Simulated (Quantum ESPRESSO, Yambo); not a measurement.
# Quasiparticle gap of TiO2 (Rutile) in Yambo, part 2 of 3

How does a plane-wave GW calculation on TiO2 (Rutile) run from the first input to the gap?

Quantum ESPRESSO 7.5 and Yambo 5.3.0; PBE and many-body steps on it, plane waves. Known limits of the many-body steps: not at the basis limit.

So far. Step 2 (Ground state): The gap is direct, at Γ.

## 3. Bands along the symmetry lines

Level of this step: DFT, PBE, plane waves, norm-conserving pseudopotentials (Quantum ESPRESSO).

The cheap functional maps the bands first; the places of the edges decide which points the dearer methods must see.

Contents of pw.in:

```
&control
  calculation = 'bands'
  prefix = 'x'
  outdir = 'o'
  pseudo_dir = 'pseudo'
/
&system
  ibrav = 0
  nat = 6
  ntyp = 2
  ecutwfc = 76.0
  nbnd = 30
  force_symmorphic = .true.
/
&electrons
  conv_thr = 1e-9
  electron_maxstep = 80
  diago_full_acc = .true.
  diago_thr_init = 5e-6
/
ATOMIC_SPECIES
  Ti 47.867 Ti.upf
  O 15.999 O.upf
CELL_PARAMETERS angstrom
  4.5922000000 0.0000000000 0.0000000000
  0.0000000000 4.5922000000 0.0000000000
  0.0000000000 0.0000000000 2.9574000000
ATOMIC_POSITIONS crystal
  Ti 0.0000000000 0.0000000000 0.0000000000
  Ti 0.5000000000 0.5000000000 0.5000000000
  O 0.3049600000 0.3049600000 0.0000000000
  O 0.1950400000 0.8049600000 0.5000000000
  O 0.6950400000 0.6950400000 0.0000000000
  O 0.8049600000 0.1950400000 0.5000000000
K_POINTS crystal
  75
  0.00000000 0.00000000 0.00000000 1
  0.00000000 0.06250000 0.00000000 1
  0.00000000 0.12500000 0.00000000 1
  0.00000000 0.18750000 0.00000000 1
  0.00000000 0.25000000 0.00000000 1
  0.00000000 0.31250000 0.00000000 1
  0.00000000 0.37500000 0.00000000 1
  0.00000000 0.43750000 0.00000000 1
  0.00000000 0.50000000 0.00000000 1
  0.06250000 0.50000000 0.00000000 1
  0.12500000 0.50000000 0.00000000 1
  0.18750000 0.50000000 0.00000000 1
  0.25000000 0.50000000 0.00000000 1
  0.31250000 0.50000000 0.00000000 1
  0.37500000 0.50000000 0.00000000 1
  0.43750000 0.50000000 0.00000000 1
  0.50000000 0.50000000 0.00000000 1
  0.43750000 0.43750000 0.00000000 1
  0.37500000 0.37500000 0.00000000 1
  0.31250000 0.31250000 0.00000000 1
  0.25000000 0.25000000 0.00000000 1
  0.18750000 0.18750000 0.00000000 1
  0.12500000 0.12500000 0.00000000 1
  0.06250000 0.06250000 0.00000000 1
  0.00000000 0.00000000 0.00000000 1
  0.00000000 0.00000000 0.06250000 1
  0.00000000 0.00000000 0.12500000 1
  0.00000000 0.00000000 0.18750000 1
  0.00000000 0.00000000 0.25000000 1
  0.00000000 0.00000000 0.31250000 1
  0.00000000 0.00000000 0.37500000 1
  0.00000000 0.00000000 0.43750000 1
  0.00000000 0.00000000 0.50000000 1
  0.00000000 0.06250000 0.50000000 1
  0.00000000 0.12500000 0.50000000 1
  0.00000000 0.18750000 0.50000000 1
  0.00000000 0.25000000 0.50000000 1
  0.00000000 0.31250000 0.50000000 1
  0.00000000 0.37500000 0.50000000 1
  0.00000000 0.43750000 0.50000000 1
  0.00000000 0.50000000 0.50000000 1
  0.06250000 0.50000000 0.50000000 1
  0.12500000 0.50000000 0.50000000 1
  0.18750000 0.50000000 0.50000000 1
  0.25000000 0.50000000 0.50000000 1
  0.31250000 0.50000000 0.50000000 1
  0.37500000 0.50000000 0.50000000 1
  0.43750000 0.50000000 0.50000000 1
  0.50000000 0.50000000 0.50000000 1
  0.43750000 0.43750000 0.50000000 1
  0.37500000 0.37500000 0.50000000 1
  0.31250000 0.31250000 0.50000000 1
  0.25000000 0.25000000 0.50000000 1
  0.18750000 0.18750000 0.50000000 1
  0.12500000 0.12500000 0.50000000 1
  0.06250000 0.06250000 0.50000000 1
  0.00000000 0.00000000 0.50000000 1
  0.00000000 0.50000000 0.00000000 1
  0.00000000 0.50000000 0.06250000 1
  0.00000000 0.50000000 0.12500000 1
  0.00000000 0.50000000 0.18750000 1
  0.00000000 0.50000000 0.25000000 1
  0.00000000 0.50000000 0.31250000 1
  0.00000000 0.50000000 0.37500000 1
  0.00000000 0.50000000 0.43750000 1
  0.00000000 0.50000000 0.50000000 1
  0.50000000 0.50000000 0.00000000 1
  0.50000000 0.50000000 0.06250000 1
  0.50000000 0.50000000 0.12500000 1
  0.50000000 0.50000000 0.18750000 1
  0.50000000 0.50000000 0.25000000 1
  0.50000000 0.50000000 0.31250000 1
  0.50000000 0.50000000 0.37500000 1
  0.50000000 0.50000000 0.43750000 1
  0.50000000 0.50000000 0.50000000 1
```

The run is started by

```sh
$ OMP_NUM_THREADS=1 mpirun -n 4 pw.x -nk 4 -in pw.in > pw.out
```

The log of the run:

```text
[banner, memory and clock lines left out]
Program PWSCF v.7.5 starts

     Atomic positions and unit cell read from directory:
     o/x.save/

     Message from routine setup:
     using ibrav=0 with symmetry is DISCOURAGED, use correct ibrav instead

     G-vector sticks info

     bravais-lattice index     =            0
     lattice parameter (alat)  =       8.6780  a.u.
     unit-cell volume          =     420.8703 (a.u.)^3
     number of atoms/cell      =            6
     number of atomic types    =            2
     number of electrons       =        48.00
     number of Kohn-Sham states=           30
     kinetic-energy cutoff     =      76.0000  Ry
     charge density cutoff     =     304.0000  Ry
     Exchange-correlation= PBE
                           (   1   4   3   4   0   0   0)

     celldm(1)=   8.678000  celldm(2)=   0.000000  celldm(3)=   0.000000
     celldm(4)=   0.000000  celldm(5)=   0.000000  celldm(6)=   0.000000

     crystal axes: (cart. coord. in units of alat)
               a(1) = (   1.000000   0.000000   0.000000 )
               a(2) = (   0.000000   1.000000   0.000000 )
               a(3) = (   0.000000   0.000000   0.644005 )

     reciprocal axes: (cart. coord. in units 2 pi/alat)
               b(1) = (  1.000000  0.000000  0.000000 )
               b(2) = (  0.000000  1.000000  0.000000 )
               b(3) = (  0.000000  0.000000  1.552783 )
     Pseudo is Norm-conserving + core correction, Zval = 12.0
     Generated using ONCVPSP code by D. R. Hamann
     Using radial grid of 1586 points,  6 beta functions with:
     Pseudo is Norm-conserving + core correction, Zval =  6.0
     Generated using ONCVPSP code by D. R. Hamann
     Using radial grid of  936 points,  5 beta functions with:
     Ti               12.00    47.86700     Ti( 1.00)
     O                 6.00    15.99900     O ( 1.00)

      8 Sym. Ops., with inversion, found

   Cartesian axes

     site n.     atom                  positions (alat units)
         1        Ti     tau(   1) = (   0.0000000   0.0000000   0.0000000  )
         2        Ti     tau(   2) = (   0.5000000   0.5000000   0.3220025  )
         3        O      tau(   3) = (   0.3049600   0.3049600   0.0000000  )
         4        O      tau(   4) = (   0.1950400   0.8049600   0.3220025  )
         5        O      tau(   5) = (   0.6950400   0.6950400   0.0000000  )
         6        O      tau(   6) = (   0.8049600   0.1950400   0.3220025  )

     number of k points=    75
                       cart. coord. in units 2pi/alat
        k(    1) = (   0.0000000   0.0000000   0.0000000), wk =   0.0266667
        k(    2) = (   0.0000000   0.0625000   0.0000000), wk =   0.0266667
        k(    3) = (   0.0000000   0.1250000   0.0000000), wk =   0.0266667
[...]
[... 63 further rows ...]
        k(   74) = (   0.5000000   0.5000000   0.6793425), wk =   0.0266667
        k(   75) = (   0.5000000   0.5000000   0.7763914), wk =   0.0266667

     Dense  grid:    37691 G-vectors     FFT dimensions: (  50,  50,  32)

     The potential is recalculated from file :
     o/x.save/charge-density

     Starting wfcs are   36 randomized atomic wfcs

     Band Structure Calculation

     End of band structure calculation

          k = 0.0000 0.0000 0.0000 (  4679 PWs)   bands (ev):

   -47.7022 -47.6850 -24.0362 -24.0362 -23.8699 -23.8699 -23.8280 -23.7939
    -8.9940  -7.8255  -7.0733  -7.0733   3.3904   3.8036   4.2574   5.3279
     5.3279   6.6120   6.6120   7.1748   8.4480   8.7088   8.7089   9.1605
    11.0771  11.3797  11.6137  11.7076  11.7076  13.6134

          k = 0.0000 0.0625 0.0000 (  4690 PWs)   bands (ev):

[...]
11.1008  11.4130  11.6443  11.7237  11.7312  13.6423

          k = 0.0000 0.1250 0.0000 (  4702 PWs)   bands (ev):

[...]
11.1667  11.4986  11.7301  11.7702  11.7970  13.7072

[...]
k = 0.5000 0.5000 0.6793 (  4708 PWs)   bands (ev):

[...]
11.8508  11.8508  12.3829  12.3830  12.3999  12.3999

          k = 0.5000 0.5000 0.7764 (  4688 PWs)   bands (ev):

[...]
-7.6922  -7.6922  -7.4037  -7.4037   4.4472   4.4472   4.5989   4.5989
     5.6293   5.6293   6.4380   6.4380   7.8867   7.8867   8.4839   8.4839
    11.7933  11.7933  12.4209  12.4209  12.4255  12.4255

     XML data file, pseudopotentials, collected wavefunctions
```

The job ended after 10 s (4 MPI ranks of Arm Neoverse V2, shared host; peak memory 0.27 GiB; 40 s of CPU time).

This step gave:

```yaml
gap: 1.917 eV
k_of_the_valence_top: 0, 0, 0
k_of_the_conduction_bottom: 0, 0, 0
least_direct_gap: 1.917 eV
```

The gap is 1.917 eV, as in the run before at this level.

The electronic bands at the labelled points (eV, zero at the top of the highest filled band):

| point | band 21 | band 22 | band 23 | band 24 | band 25 | band 26 | band 27 | band 28 |
| --- | --- | --- | --- | --- | --- | --- | --- | --- |
| Γ | -0.71 | -0.45 | -0.45 | 0.00 | 1.92 | 2.22 | 2.45 | 2.55 |
| halfway | -1.43 | -1.07 | -0.82 | -0.23 | 2.21 | 2.54 | 2.77 | 2.84 |
| X | -1.64 | -1.64 | -0.74 | -0.74 | 2.59 | 2.59 | 3.06 | 3.06 |
| halfway | -1.48 | -1.48 | -1.08 | -1.08 | 2.32 | 2.32 | 2.81 | 2.81 |
| M | -1.31 | -1.31 | -1.06 | -1.06 | 1.96 | 1.96 | 2.57 | 2.57 |
| halfway | -1.73 | -1.15 | -1.12 | -0.40 | 1.99 | 2.56 | 2.63 | 3.07 |
| Γ | -0.71 | -0.45 | -0.45 | 0.00 | 1.92 | 2.22 | 2.45 | 2.55 |
| halfway | -1.78 | -1.48 | -1.48 | -0.46 | 2.27 | 2.60 | 2.87 | 3.18 |
| Z | -2.35 | -2.35 | -1.42 | -1.42 | 3.01 | 3.01 | 3.21 | 3.21 |
| halfway | -1.78 | -1.78 | -1.61 | -1.61 | 2.49 | 2.49 | 3.23 | 3.23 |
| R | -2.04 | -2.04 | -1.03 | -1.03 | 1.95 | 1.95 | 3.24 | 3.24 |
| halfway | -1.52 | -1.52 | -0.88 | -0.88 | 2.21 | 2.21 | 3.25 | 3.25 |
| A | -1.27 | -1.27 | -0.68 | -0.68 | 2.63 | 2.63 | 3.26 | 3.26 |
| halfway | -1.83 | -1.56 | -1.38 | -1.18 | 2.14 | 2.81 | 3.23 | 3.24 |
| Z | -2.35 | -2.35 | -1.42 | -1.42 | 3.01 | 3.01 | 3.21 | 3.21 |
| jump to X | -1.64 | -1.64 | -0.74 | -0.74 | 2.59 | 2.59 | 3.06 | 3.06 |
| halfway | -1.97 | -1.97 | -0.85 | -0.85 | 2.60 | 2.60 | 3.23 | 3.23 |
| R | -2.04 | -2.04 | -1.03 | -1.03 | 1.95 | 1.95 | 3.24 | 3.24 |
| jump to M | -1.31 | -1.31 | -1.06 | -1.06 | 1.96 | 1.96 | 2.57 | 2.57 |
| halfway | -1.78 | -1.78 | -1.36 | -1.36 | 2.73 | 2.73 | 2.93 | 2.93 |
| A | -1.27 | -1.27 | -0.68 | -0.68 | 2.63 | 2.63 | 3.26 | 3.26 |

## 4. Empty states on the mesh, 4×4×6 mesh, 284 bands

The sums over transitions need many empty states on a uniform mesh; this step solves for them.

Contents of pw.in:

```
&control
  calculation = 'nscf'
  prefix = 'x'
  outdir = 'o'
  pseudo_dir = 'pseudo'
/
&system
  ibrav = 0
  nat = 6
  ntyp = 2
  ecutwfc = 76.0
  nbnd = 284
  force_symmorphic = .true.
/
&electrons
  conv_thr = 1e-9
  electron_maxstep = 80
  diago_full_acc = .true.
  diago_thr_init = 5e-6
/
ATOMIC_SPECIES
  Ti 47.867 Ti.upf
  O 15.999 O.upf
CELL_PARAMETERS angstrom
  4.5922000000 0.0000000000 0.0000000000
  0.0000000000 4.5922000000 0.0000000000
  0.0000000000 0.0000000000 2.9574000000
ATOMIC_POSITIONS crystal
  Ti 0.0000000000 0.0000000000 0.0000000000
  Ti 0.5000000000 0.5000000000 0.5000000000
  O 0.3049600000 0.3049600000 0.0000000000
  O 0.1950400000 0.8049600000 0.5000000000
  O 0.6950400000 0.6950400000 0.0000000000
  O 0.8049600000 0.1950400000 0.5000000000
K_POINTS automatic
  4 4 6 0 0 0
```

The log of the run:

```text
[banner, memory and clock lines left out]
Program PWSCF v.7.5 starts

     Atomic positions and unit cell read from directory:
     o/x.save/

     Message from routine setup:
     using ibrav=0 with symmetry is DISCOURAGED, use correct ibrav instead

     G-vector sticks info

     bravais-lattice index     =            0
     lattice parameter (alat)  =       8.6780  a.u.
     unit-cell volume          =     420.8703 (a.u.)^3
     number of atoms/cell      =            6
     number of atomic types    =            2
     number of electrons       =        48.00
     number of Kohn-Sham states=          284
     kinetic-energy cutoff     =      76.0000  Ry
     charge density cutoff     =     304.0000  Ry
     Exchange-correlation= PBE
                           (   1   4   3   4   0   0   0)

     celldm(1)=   8.678000  celldm(2)=   0.000000  celldm(3)=   0.000000
     celldm(4)=   0.000000  celldm(5)=   0.000000  celldm(6)=   0.000000

     crystal axes: (cart. coord. in units of alat)
               a(1) = (   1.000000   0.000000   0.000000 )
               a(2) = (   0.000000   1.000000   0.000000 )
               a(3) = (   0.000000   0.000000   0.644005 )

     reciprocal axes: (cart. coord. in units 2 pi/alat)
               b(1) = (  1.000000  0.000000  0.000000 )
               b(2) = (  0.000000  1.000000  0.000000 )
               b(3) = (  0.000000  0.000000  1.552783 )
     Pseudo is Norm-conserving + core correction, Zval = 12.0
     Generated using ONCVPSP code by D. R. Hamann
     Using radial grid of 1586 points,  6 beta functions with:
     Pseudo is Norm-conserving + core correction, Zval =  6.0
     Generated using ONCVPSP code by D. R. Hamann
     Using radial grid of  936 points,  5 beta functions with:
     Ti               12.00    47.86700     Ti( 1.00)
     O                 6.00    15.99900     O ( 1.00)

      8 Sym. Ops., with inversion, found

   Cartesian axes

     site n.     atom                  positions (alat units)
         1        Ti     tau(   1) = (   0.0000000   0.0000000   0.0000000  )
         2        Ti     tau(   2) = (   0.5000000   0.5000000   0.3220025  )
         3        O      tau(   3) = (   0.3049600   0.3049600   0.0000000  )
         4        O      tau(   4) = (   0.1950400   0.8049600   0.3220025  )
         5        O      tau(   5) = (   0.6950400   0.6950400   0.0000000  )
         6        O      tau(   6) = (   0.8049600   0.1950400   0.3220025  )

     number of k points=    28
                       cart. coord. in units 2pi/alat
        k(    1) = (   0.0000000   0.0000000   0.0000000), wk =   0.0208333
        k(    2) = (   0.0000000   0.0000000   0.2587971), wk =   0.0416667
        k(    3) = (   0.0000000   0.0000000   0.5175943), wk =   0.0416667
[...]
[... 16 further rows ...]
        k(   27) = (  -0.2500000   0.2500000  -0.5175943), wk =   0.0833333
        k(   28) = (  -0.2500000   0.2500000   0.7763914), wk =   0.0416667

     Dense  grid:    37691 G-vectors     FFT dimensions: (  50,  50,  32)

     The potential is recalculated from file :
     o/x.save/charge-density

     Starting wfcs are   36 randomized atomic wfcs +  248 random wfcs

     Band Structure Calculation

     End of band structure calculation

          k = 0.0000 0.0000 0.0000 (  4679 PWs)   bands (ev):

   -47.7022 -47.6850 -24.0362 -24.0362 -23.8699 -23.8699 -23.8280 -23.7939
    -8.9940  -7.8255  -7.0734  -7.0733   3.3904   3.8036   4.2574   5.3278
     5.3278   6.6120   6.6120   7.1747   8.4480   8.7087   8.7087   9.1604
[...]
[... 24 further rows ...]
[...]
145.0317 145.8338 145.8338 147.8834

          k = 0.0000 0.0000 0.2588 (  4679 PWs)   bands (ev):

[...]
[... 24 further rows ...]
[...]
145.5820 146.2927 146.4103 146.4103

          k = 0.0000 0.0000 0.5176 (  4668 PWs)   bands (ev):

[...]
49.2291  49.7290  49.7290  51.6108  53.1332  53.7247  53.7836  53.7836
     [... 24 further rows ...]
   142.8834 142.8896 143.6103 143.8931 143.8931 144.2120 145.6224 145.6731
   145.6731 146.2864 147.0299 147.0299

          k = 0.0000 0.0000-0.7764 (  4648 PWs)   bands (ev):

     [... further k-points ...]

     highest occupied, lowest unoccupied level (ev):     9.1604   11.0771

     XML data file, pseudopotentials, collected wavefunctions
```

Run time: 94 s. Hardware: 4 MPI ranks; peak memory 0.69 GiB; 6.3 min of CPU time.

This step gave:

```yaml
gap: 1.917 eV
k_of_the_valence_top: 0, 0, 0
k_of_the_conduction_bottom: 0, 0, 0
least_direct_gap: 1.917 eV
k_points_computed: 28
lowest_point_of_the_top_converged_band_above_the_valence_top: 137.2215 eV
```

On this mesh the gap is 1.917 eV.

## 5. Conversion and set-up

This step: Yambo 5.3.0; conversion and set-up on PBE, plane waves, norm-conserving pseudopotentials.

The states are converted to the many-body program's format and the q mesh is built.

The run is started by

```sh
$ (cd o/x.save; p2y > p2y.log; mv SAVE ../..); yambo > setup.log
```

The log of the run:

```text
 Yambo, version 5.3.0

 [02] CORE Variables Setup
 =========================

  [02.01] Unit cells
  ==================

  Cell kind             :  Unknown
  Atoms in the cell     :  Ti  O
  number of Ti atoms    :  2
  number of O  atoms    :   4

  List of atomic masses
  Mass of Ti    :  47.86700
  Mass of O     :  15.99900

  List of atomic coordinates    : [cc]
  Ti1       :  0.000000  0.000000  0.000000  order 1
  Ti2       :  4.339000  4.339000  2.794338  order 2
  O1       :  2.646443  2.646443  0.000000  order 3
  O2       :  1.692557  6.985443  2.794338  order 4
  O3       :  6.031557  6.031557  0.000000  order 5
  O4       :  6.985443  1.692557  2.794338  order 6

  Alat factors          :  8.678000  8.678000  5.588676 [a.u.]
  Direct lattice volume :  420.8703 [a.u.]
  Direct lattice vectors:  A[ 1 ]  A[ 2 ]  A[ 3 ]
   A[ 1 ]:  1.000000  0.000000  0.000000  [iru]
   8.678000  0.000000  0.000000  [cc]
   A[ 2 ]:  0.000000  1.000000  0.000000  [iru]
   0.000000  8.678000  0.000000  [cc]
   A[ 3 ]:  0.000000  0.000000  1.000000  [iru]
   0.000000  0.000000  5.588676  [cc]

  Recip. lattice volume :  0.589375 [a.u.]
  Recip. lattice vectors:  B[ 1 ]  B[ 2 ]  B[ 3 ]
   B[ 1 ]:  1.000000  0.000000  0.000000  [iku]
   0.724036  0.000000  0.000000  [cc]
   B[ 2 ]:  0.000000  1.000000  0.000000  [iku]
   0.000000  0.724036  0.000000  [cc]
   B[ 3 ]:  0.000000  0.000000  1.000000  [iku]
   0.000000  0.000000  1.124271  [cc]

  [02.02] Symmetries
  ==================

  Inversion symmetry    : yes
  Spatial inversion     : yes
  Inversion index       :   5
  K-space Time-reversal : no
  Magnetic symmetries   : no
  Group table correct   : yes
  Symmetries units      :  [cc]

   [S 1]:  1.000000  0.000000  0.000000  0.000000  1.000000  0.000000  0.000000  0.000000  1.000000
   [S 2]: -1.000000  0.000000  0.000000  0.000000 -1.000000  0.000000  0.000000  0.000000  1.000000
   [S 3]:  0.000000  1.000000  0.000000  1.000000  0.000000  0.000000  0.000000  0.000000 -1.000000
[...]
[S 7]:  0.000000 -1.000000  0.000000 -1.000000  0.000000  0.000000  0.000000  0.000000  1.000000
   [S 8]:  0.000000  1.000000  0.000000  1.000000  0.000000  0.000000  0.000000  0.000000  1.000000

  [02.03] Reciprocal space
  ========================

  nG shells         :  2268
  nG charge         :   37691
  nG WFs            :   6025
  nC WFs            :   4748
  G-vecs. in first 80 shells:  [ Number ]
     1    5    9   11   19   23   31   39   47
    63   67   71   73   81   89   97  105  113
   129  137  145  161  177  181  189  197  201
[...]
713   721   737   753   761   777   793   809
  ...
  Shell energy in first 80 shells:  [ mHa ]
[...]
8911.88      9019.64      9080.82      9095.42      9342.94      9436.11      9543.87      9698.22      9881.76
[...]
K [14]         [rlu]:  0.250000  0.250000  0.166667
         WF components:   4713
  [... 13 further k-points ...]
  K [28]         [rlu]: -0.250000  0.250000  0.500000
         WF components:   4716

  [02.05] Energies & Occupations
  ==============================

  [X] === General ===
  [X] Electronic Temperature                        :  0.000000  0.000000 [eV K]
  [X] Bosonic    Temperature                        :  0.000000  0.000000 [eV K]
  [X] Finite Temperature mode                       : no
  [X] El. density                                   :  0.76964E+24 [cm-3]
  [X] Fermi Level                                   :  9.160422 [eV]

  [X] === Gaps and Widths ===
  [X] Conduction Band Min                           :  1.916629 [eV]
  [X] Valence Band Max                              :  0.000000 [eV]
  [X] Filled Bands                                  :  24
  [X] Empty Bands                                   :   25  284
  [X] Direct Gap                                    :  1.916629 [eV]
  [X] Direct Gap localized at k                     :  1
  [X] Indirect Gap                                  :  1.916629 [eV]
  [X] Indirect Gap between kpts                     :  1  1
  [X] Last valence band width                       :  1.613132 [eV]
  [X] 1st conduction band width                     :  1.090840 [eV]

  E @ K [ 1]:  [eV]
  -56.86263 -56.84543 -33.19663 -33.19662 -33.03035 -33.03035 -32.98838 -32.95428
[...]
occ @ K [ 1]
[...]
E @ K [ 2]:  [eV]
[...]
occ @ K [ 2]
[...]
E @ K [ 3]:  [eV]
[...]
occ @ K [ 3]
[...]
E @ K [ 8]:  [eV]
[...]
occ @ K [ 8]
[...]
E @ K [ 9]:  [eV]
[...]
occ @ K [ 9]
[...]
E @ K [10]:  [eV]
[...]
occ @ K [10]
[...]
E @ K [11]:  [eV]
[...]
occ @ K [11]
[...]
E @ K [12]:  [eV]
[...]
occ @ K [12]
[...]
E @ K [13]:  [eV]
[...]
occ @ K [13]
[...]
E @ K [14]:  [eV]
[...]
occ @ K [14]
[...]
[... 13 further k-points ...]
  E @ K [28]:  [eV]
[...]
occ @ K [28]
[...]
0.000000  0.000000  0.000000  0.000000  0.000000  0.000000  0.000000  0.000000
   0.000000  0.000000  0.000000  0.000000  0.000000  0.000000  0.000000  0.000000

 [03] Transferred momenta grid and indexing
 ==========================================

 IBZ Q-points                                      :  28
 BZ  Q-points                                      :   96

 K/Q-points units:
 rlu = crystal or reduced units; cc = cartesian coordinates; iku = interal k-units

 Q [ 1]         [rlu]:  0.000000  0.000000  0.000000
 Q [ 2]         [rlu]:  0.000000  0.000000  0.166667
 Q [ 3]         [rlu]:  0.000000  0.000000  0.333333
[...]
Q [ 8]         [rlu]:  0.000000  0.250000 -0.500000
 Q [ 9]         [rlu]:  0.000000 -0.500000  0.000000
 Q [10]         [rlu]:  0.000000 -0.500000  0.166667
     [... 16 further rows ...]
 Q [27]         [rlu]: -0.250000  0.250000 -0.333333
 Q [28]         [rlu]: -0.250000  0.250000  0.500000

  [03.01] X indexes
  =================

   [03.01.01] Sigma indexes
   ========================

 [06] Game Over & Game summary
```

It took 2.6 s on 1 MPI rank; peak memory 0.25 GiB.

(Continued in part 3 of 3.)

[Paths, hosts, dates, memory and timing lines, banners, echoed tables and standing remarks are left out of the program output.]

[Logs are printed without paths, hosts, clocks, repeated set-up lines and the standing remarks that a program may print on its own settings, such as how far it seeks lower states.]

[Runs of the session that timed out or met a known fault of the program may be left out.]

[Hosts, paths, dates, database ids (printed as entryN), source tags and the programs' standing remarks are cut or masked in the printed files.]
